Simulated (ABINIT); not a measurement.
# GaH3 (Pm-3m): from the cell to the phonon bands, part 3 of 5

How does GaH3 (Pm-3m) vibrate, and is this structure a minimum?

ABINIT 10.8.3; DFT PBE, scalar-relativistic, plane waves, PseudoDojo norm-conserving pseudopotentials.

So far. Step 6 (Ground state): The cell stands at -0.94 GPa: the relaxation ran with a smoothed and higher cutoff, and the difference is a stress of the finite basis. Step 7 (Zone-centre response): The acoustic modes at Γ come out as far as 4.8 cm⁻¹ from zero, where they should vanish, a small numerical error. The relaxed cell has a = 3.501 Å (conventional setting).

The structure was built from a prototype and need not be the compound's stable phase.

## Step 8: Modes with the sum rule

anaddb reads the merged derivatives and imposes the acoustic sum rule.

The input, anaddb.abi:

```
ddb_filepath "gamma_DDB"
output_file "anaddb.abo"
outdata_prefix "anaddb"
asr 1
chneut 1
enunit 2
eivec 1
nph1l 1
qph1l 0.0 0.0 0.0 1.0
```

The input, mrgddb.in:

```
gamma_DDB
merged
2
dfpt_gammao_DDB
gso_DDB
```

On the command line:

```sh
mrgddb < mrgddb.in > mrgddb.log
OMP_NUM_THREADS=1 anaddb anaddb.abi > anaddb.log
```

Numbers of over 12 decimals in the logs are rounded to 6 here.

anaddb.abo, the main output file:

```text
-outvars_anaddb: echo values of input variables ----------------------

 Miscellaneous information :
      enunit         2
       eivec         1
         asr         1
 First list of wavevector (reduced coord.) :
       nph1l         1
       qph1l
                     0.00000000E+00  0.00000000E+00  0.00000000E+00    1.000E+00

================================================================================

 read the DDB information and perform some checks

  ==== Info on the Cryst% object ====
 Real(R)+Recip(G) space primitive vectors, cartesian coordinates (Bohr,Bohr^-1):
 R(1)=  6.6154048  0.0000000  0.0000000  G(1)=  0.1511623  0.0000000  0.0000000
 R(2)=  0.0000000  6.6154048  0.0000000  G(2)=  0.0000000  0.1511623  0.0000000
 R(3)=  0.0000000  0.0000000  6.6154048  G(3)=  0.0000000  0.0000000  0.1511623
 Unit cell volume ucvol=  2.8951380E+02 bohr^3
 Angles (23,13,12)=  9.00000000E+01  9.00000000E+01  9.00000000E+01 degrees
 Time-reversal symmetry is present
 Reduced atomic positions [iatom, xred, symbol]:
    1)    0.0000000  0.0000000  0.0000000  Ga
    2)    0.5000000  0.0000000  0.0000000   H
    3)    0.0000000  0.5000000  0.0000000   H
    4)    0.0000000  0.0000000  0.5000000   H

 DDB file with 3 blocks has been read.

================================================================================

 Treat the first list of vectors

  Phonon wavevector (reduced coordinates) :  0.00000  0.00000  0.00000
 Phonon energies in Hartree :
   0.000000E+00  0.000000E+00  0.000000E+00  1.466744E-03  1.466744E-03
   1.466744E-03  2.331535E-03  2.331535E-03  2.331535E-03  7.106653E-03
   7.106653E-03  7.106653E-03
 Phonon energies in meV     :
-  0.000000E+00  0.000000E+00  0.000000E+00  3.991214E+01  3.991214E+01
-  3.991214E+01  6.344430E+01  6.344430E+01  6.344430E+01  1.933819E+02
-  1.933819E+02  1.933819E+02
 Phonon frequencies in cm-1    :
-  0.000000E+00  0.000000E+00  0.000000E+00  3.219131E+02  3.219131E+02
-  3.219131E+02  5.117128E+02  5.117128E+02  5.117128E+02  1.559730E+03
-  1.559730E+03  1.559730E+03
 Phonon frequencies in Thz     :
-  0.000000E+00  0.000000E+00  0.000000E+00  9.650712E+00  9.650712E+00
-  9.650712E+00  1.534076E+01  1.534076E+01  1.534076E+01  4.675953E+01
-  4.675953E+01  4.675953E+01
 Phonon energies in Kelvin  :
-  0.000000E+00  0.000000E+00  0.000000E+00  4.631611E+02  4.631611E+02
-  4.631611E+02  7.362405E+02  7.362405E+02  7.362405E+02  2.244104E+03
-  2.244104E+03  2.244104E+03

 Eigendisplacements
 (will be given, for each mode : in cartesian coordinates
   for each atom the real part of the displacement vector,
   then the imaginary part of the displacement vector - absolute values smaller than 1.0d-7 are set to zero)
  Mode number    1   Energy    0.000000E+00
 Attention : low frequency mode.
   (Could be unstable or acoustic mode)
-  1  0.00000000E+00  0.00000000E+00 -2.74607854E-03
-     0.00000000E+00  0.00000000E+00  0.00000000E+00
-  2  0.00000000E+00  0.00000000E+00 -2.74607652E-03
-     0.00000000E+00  0.00000000E+00  0.00000000E+00
-  3  0.00000000E+00  0.00000000E+00 -2.74607652E-03
-     0.00000000E+00  0.00000000E+00  0.00000000E+00
-  4  0.00000000E+00  0.00000000E+00 -2.74607719E-03
-     0.00000000E+00  0.00000000E+00  0.00000000E+00
  Mode number    2   Energy    0.000000E+00
 Attention : low frequency mode.
   (Could be unstable or acoustic mode)
-  1  5.89704482E-07  2.74607848E-03  0.00000000E+00
-     0.00000000E+00  0.00000000E+00  0.00000000E+00
-  2  5.89704193E-07  2.74607646E-03  0.00000000E+00
-     0.00000000E+00  0.00000000E+00  0.00000000E+00
-  3  5.89704050E-07  2.74607713E-03  0.00000000E+00
-     0.00000000E+00  0.00000000E+00  0.00000000E+00
-  4  5.89704050E-07  2.74607646E-03  0.00000000E+00
-     0.00000000E+00  0.00000000E+00  0.00000000E+00
  Mode number    3   Energy    0.000000E+00
 Attention : low frequency mode.
   (Could be unstable or acoustic mode)
-  1  2.74607848E-03 -5.89704576E-07  0.00000000E+00
-     0.00000000E+00  0.00000000E+00  0.00000000E+00
-  2  2.74607713E-03 -5.89704144E-07  0.00000000E+00
-     0.00000000E+00  0.00000000E+00  0.00000000E+00
-  3  2.74607646E-03 -5.89704287E-07  0.00000000E+00
-     0.00000000E+00  0.00000000E+00  0.00000000E+00
-  4  2.74607646E-03 -5.89704144E-07  0.00000000E+00
-     0.00000000E+00  0.00000000E+00  0.00000000E+00
  Mode number    4   Energy    1.466744E-03
-  1  0.00000000E+00  0.00000000E+00 -5.45434190E-04
-     0.00000000E+00  0.00000000E+00  0.00000000E+00
-  2  0.00000000E+00 -2.86355406E-07  1.54392141E-02
-     0.00000000E+00  0.00000000E+00  0.00000000E+00
-  3  0.00000000E+00 -1.27073559E-07  1.54392141E-02
-     0.00000000E+00  0.00000000E+00  0.00000000E+00
-  4  0.00000000E+00 -2.86355406E-07  6.85133175E-03
-     0.00000000E+00  0.00000000E+00  0.00000000E+00
  Mode number    5   Energy    1.466744E-03
-  1  0.00000000E+00 -5.45434183E-04  0.00000000E+00
-     0.00000000E+00  0.00000000E+00  0.00000000E+00
-  2 -1.04488789E-06  1.54392139E-02  2.86349527E-07
-     0.00000000E+00  0.00000000E+00  0.00000000E+00
-  3 -2.35461490E-06  6.85133167E-03  2.86349527E-07
-     0.00000000E+00  0.00000000E+00  0.00000000E+00
-  4 -2.35461490E-06  1.54392139E-02  1.27070951E-07
-     0.00000000E+00  0.00000000E+00  0.00000000E+00
  Mode number    6   Energy    1.466744E-03
-  1  5.45434183E-04  0.00000000E+00  0.00000000E+00
-     0.00000000E+00  0.00000000E+00  0.00000000E+00
-  2 -6.85133167E-03 -2.35461418E-06  0.00000000E+00
-     0.00000000E+00  0.00000000E+00  0.00000000E+00
-  3 -1.54392139E-02 -1.04488757E-06  0.00000000E+00
-     0.00000000E+00  0.00000000E+00  0.00000000E+00
-  4 -1.54392139E-02 -2.35461418E-06  0.00000000E+00
-     0.00000000E+00  0.00000000E+00  0.00000000E+00
  Mode number    7   Energy    2.331535E-03
-  1  0.00000000E+00  0.00000000E+00  0.00000000E+00
-     0.00000000E+00  0.00000000E+00  0.00000000E+00
-  2  0.00000000E+00  0.00000000E+00 -1.64963405E-02
-     0.00000000E+00  0.00000000E+00  0.00000000E+00
-  3 -1.00727207E-07  0.00000000E+00  1.64963405E-02
-     0.00000000E+00  0.00000000E+00  0.00000000E+00
-  4  1.00727207E-07  0.00000000E+00  0.00000000E+00
-     0.00000000E+00  0.00000000E+00  0.00000000E+00
  Mode number    8   Energy    2.331535E-03
-  1  0.00000000E+00  0.00000000E+00  0.00000000E+00
-     0.00000000E+00  0.00000000E+00  0.00000000E+00
-  2  0.00000000E+00  1.64963404E-02  0.00000000E+00
-     0.00000000E+00  0.00000000E+00  0.00000000E+00
-  3  2.34863974E-07  0.00000000E+00  0.00000000E+00
-     0.00000000E+00  0.00000000E+00  0.00000000E+00
-  4 -2.34863974E-07 -1.64963404E-02  0.00000000E+00
-     0.00000000E+00  0.00000000E+00  0.00000000E+00
  Mode number    9   Energy    2.331535E-03
-  1  0.00000000E+00  0.00000000E+00  0.00000000E+00
-     0.00000000E+00  0.00000000E+00  0.00000000E+00
-  2  0.00000000E+00  2.34863701E-07  1.00727845E-07
-     0.00000000E+00  0.00000000E+00  0.00000000E+00
-  3 -1.64963404E-02  0.00000000E+00 -1.00727845E-07
-     0.00000000E+00  0.00000000E+00  0.00000000E+00
-  4  1.64963404E-02 -2.34863701E-07  0.00000000E+00
-     0.00000000E+00  0.00000000E+00  0.00000000E+00
  Mode number   10   Energy    7.106653E-03
-  1  0.00000000E+00  0.00000000E+00  1.71886040E-04
-     0.00000000E+00  0.00000000E+00  0.00000000E+00
-  2  0.00000000E+00  0.00000000E+00  5.12044730E-03
-     0.00000000E+00  0.00000000E+00  0.00000000E+00
-  3  0.00000000E+00  0.00000000E+00  5.12044730E-03
-     0.00000000E+00  0.00000000E+00  0.00000000E+00
-  4  0.00000000E+00  0.00000000E+00 -2.21309017E-02
-     0.00000000E+00  0.00000000E+00  0.00000000E+00
  Mode number   11   Energy    7.106653E-03
-  1  0.00000000E+00 -1.71886040E-04  0.00000000E+00
-     0.00000000E+00  0.00000000E+00  0.00000000E+00
-  2 -2.02093005E-07 -5.12044730E-03  0.00000000E+00
-     0.00000000E+00  0.00000000E+00  0.00000000E+00
-  3  0.00000000E+00  2.21309017E-02  0.00000000E+00
-     0.00000000E+00  0.00000000E+00  0.00000000E+00
-  4  0.00000000E+00 -5.12044730E-03  0.00000000E+00
-     0.00000000E+00  0.00000000E+00  0.00000000E+00
  Mode number   12   Energy    7.106653E-03
-  1  1.71886040E-04  0.00000000E+00  0.00000000E+00
-     0.00000000E+00  0.00000000E+00  0.00000000E+00
-  2 -2.21309017E-02  0.00000000E+00  0.00000000E+00
-     0.00000000E+00  0.00000000E+00  0.00000000E+00
-  3  5.12044730E-03 -2.02093005E-07  0.00000000E+00
-     0.00000000E+00  0.00000000E+00  0.00000000E+00
-  4  5.12044730E-03  0.00000000E+00  0.00000000E+00
-     0.00000000E+00  0.00000000E+00  0.00000000E+00

 Analysis of degeneracies and characters (maximum tolerance=1.00E-06 a.u.)
 For each vibration mode, or group of modes if degenerate,
 the characters are given for each symmetry operation (see the list in the log file).
 Symmetry characters of vibration mode #   1
       degenerate with vibration modes #   2 to    3
  3.0 -3.0 -1.0  1.0 -1.0  1.0 -1.0  1.0  1.0 -1.0 -1.0  1.0  1.0 -1.0 -1.0  1.0
  0.0 -0.0  0.0 -0.0 -0.0  0.0 -0.0  0.0  1.0 -1.0 -1.0  1.0 -1.0  1.0  1.0 -1.0
  0.0 -0.0 -0.0  0.0 -0.0  0.0  0.0 -0.0  1.0 -1.0  1.0 -1.0 -1.0  1.0 -1.0  1.0
 Symmetry characters of vibration mode #   4
       degenerate with vibration modes #   5 to    6
  3.0 -3.0 -1.0  1.0 -1.0  1.0 -1.0  1.0  1.0 -1.0 -1.0  1.0  1.0 -1.0 -1.0  1.0
 -0.0  0.0 -0.0  0.0  0.0 -0.0  0.0 -0.0  1.0 -1.0 -1.0  1.0 -1.0  1.0  1.0 -1.0
 -0.0  0.0  0.0 -0.0  0.0 -0.0 -0.0  0.0  1.0 -1.0  1.0 -1.0 -1.0  1.0 -1.0  1.0
 Symmetry characters of vibration mode #   7
       degenerate with vibration modes #   8 to    9
  3.0 -3.0 -1.0  1.0 -1.0  1.0 -1.0  1.0 -1.0  1.0  1.0 -1.0 -1.0  1.0  1.0 -1.0
 -0.0  0.0 -0.0  0.0  0.0 -0.0  0.0 -0.0 -1.0  1.0  1.0 -1.0  1.0 -1.0 -1.0  1.0
 -0.0  0.0  0.0 -0.0  0.0 -0.0 -0.0  0.0 -1.0  1.0 -1.0  1.0  1.0 -1.0  1.0 -1.0
 Symmetry characters of vibration mode #  10
       degenerate with vibration modes #  11 to   12
  3.0 -3.0 -1.0  1.0 -1.0  1.0 -1.0  1.0  1.0 -1.0 -1.0  1.0  1.0 -1.0 -1.0  1.0
  0.0 -0.0 -0.0  0.0  0.0 -0.0 -0.0  0.0  1.0 -1.0 -1.0  1.0 -1.0  1.0  1.0 -1.0
  0.0 -0.0  0.0 -0.0 -0.0  0.0 -0.0  0.0  1.0 -1.0  1.0 -1.0 -1.0  1.0 -1.0  1.0
-
```

It took 0.51 s on 1 thread of Arm Neoverse V1, shared host.

No LO-TO term; unit eigenvectors of the mass-weighted matrix, from anaddb's displacements. The modes at Γ (shares of kinetic energy by element, %):

```csv
mode,frequency (cm⁻¹),symmetry,Ga %,H %
1,0.0,acoustic,96,4
2,0.0,acoustic,96,4
3,0.0,acoustic,96,4
4,321.9,T1u,4,96
5,321.9,T1u,4,96
6,321.9,T1u,4,96
7,511.7,T2u,0,100
8,511.7,T2u,0,100
9,511.7,T2u,0,100
10,1559.7,T1u,0,100
11,1559.7,T1u,0,100
12,1559.7,T1u,0,100
```

Displacements in mode 4 (321.9 cm⁻¹), the largest set to 1:
```
Ga1  0.00  0.00 -0.04
H2   0.00  0.00  1.00
H3   0.00  0.00  1.00
H4   0.00  0.00  0.44
```

Displacements in mode 7 (511.7 cm⁻¹), the largest set to 1:
```
Ga1  0.00  0.00  0.00
H2   0.00  0.00 -1.00
H3   0.00  0.00  1.00
H4   0.00  0.00  0.00
```

The rule moves no optical mode by more than 0.1 cm⁻¹.

## Step 9: Ground state

Scaled from the time of the run at Γ, the full q mesh would overrun the time at hand on this k mesh, so the ground state is made again on a coarser one.

The input, gs.abi:

```
# ground state
tolvrs 1.0d-16
prtden 1
prtwf 1

# basis, mesh and filling
ecut 36.0
ngkpt 4 4 4
nshiftk 1
shiftk 0.0 0.0 0.0
istwfk *1
occopt 3
tsmear 0.01
nband 14
nstep 100
diemac 1000000.0
prtebands 0
prtgsr 0
useylm 1

# cell and atoms
acell 3*1.0 Angstrom
rprim 
    3.500721441 0.0 0.0
    0.0 3.500721441 0.0
    0.0 0.0 3.500721441
ntypat 2
znucl 31 1
natom 4
typat 1 2 2 2
xred 
    0.0 0.0 0.0
    0.5 0.0 0.0
    0.0 0.5 0.0
    0.0 0.0 0.5
pp_dirpath "./pseudo"
pseudos "Ga.upf, H.upf"
```

On the command line:

```sh
OMP_NUM_THREADS=1 mpirun -n 4 abinit gs.abi > gs.log
```

gs.abo, the main output file:

```text
[banners, grids, parts of the stress and lines that vanish by symmetry left out]
- input  file    -> gs.abi
- output file    -> gs.abo
- root for input  files -> gsi
[...]
Symmetries : space group Pm -3 m (#221); Bravais cP (primitive cubic)
[...]
mpw =        3016          nfft =       46656          nkpt =          10
[...]
== DATASET  1 ==================================================================
[...]
cutoff_energies: {ecut:  36.0, pawecutdg:  -1.0, }
[...]
ETOT  1  -77.241460707284    -7.724E+01 6.562E-01 2.071E+02
 ETOT  2  -78.139187266461    -8.977E-01 5.798E-03 1.720E+02
 ETOT  3  -78.181235780223    -4.205E-02 1.171E-03 1.912E+01
 ETOT  4  -78.184943579392    -3.708E-03 3.055E-04 2.516E+00
 ETOT  5  -78.185457515377    -5.139E-04 2.268E-04 7.721E-02
[...]
ETOT 12  -78.185471879641     1.705E-12 3.135E-05 1.518E-14
 ETOT 13  -78.185471879639     2.245E-12 4.531E-05 7.527E-17
 At SCF step   13       vres2   =  7.53E-17 < tolvrs=  1.00E-16 =>converged.
[...]
sigma(1 1)=  2.72610698E-05  sigma(3 2)=  0.00000000E+00
  sigma(2 2)=  2.72610698E-05  sigma(3 1)=  0.00000000E+00
  sigma(3 3)=  2.72610698E-05  sigma(2 1)=  0.00000000E+00
[...]
convergence: {deltae:  2.245E-12, res2:  7.527E-17, residm:  4.531E-05, diffor: null, }
etotal    :  -7.81854719E+01
[...]
sigma(1 1)=  2.72610698E-05  sigma(3 2)=  0.00000000E+00
  sigma(2 2)=  2.72610698E-05  sigma(3 1)=  0.00000000E+00
  sigma(3 3)=  2.72610698E-05  sigma(2 1)=  0.00000000E+00
[...]
- sigma(1 1)=  8.02048365E-01  sigma(3 2)=  0.00000000E+00
- sigma(2 2)=  8.02048365E-01  sigma(3 1)=  0.00000000E+00
- sigma(3 3)=  8.02048365E-01  sigma(2 1)=  0.00000000E+00
[...]
fcart     -0.0000000000E+00 -0.0000000000E+00 -0.0000000000E+00
           strten      2.7261069846E-05  2.7261069846E-05  2.7261069846E-05
================================================================================

[key lines of the parts left out:]
pressure_GPa:  -8.0205E-01
```

Wall time 6.4 s (4 MPI ranks).

Numbers from this step:

| Item | Value |
| --- | --- |
| pressure | -0.8020 GPa |

(Part 3 of 5 ends here.)

[Host names and launcher messages were left out of these logs when they were recorded.]

[Logs are printed without paths, hosts, clocks, repeated set-up lines and the standing remarks that a program may print on its own settings, such as how far it seeks lower states.]

[Hosts, paths, dates, database ids (printed as entryN), source tags and the programs' standing remarks are cut or masked in the printed files.]
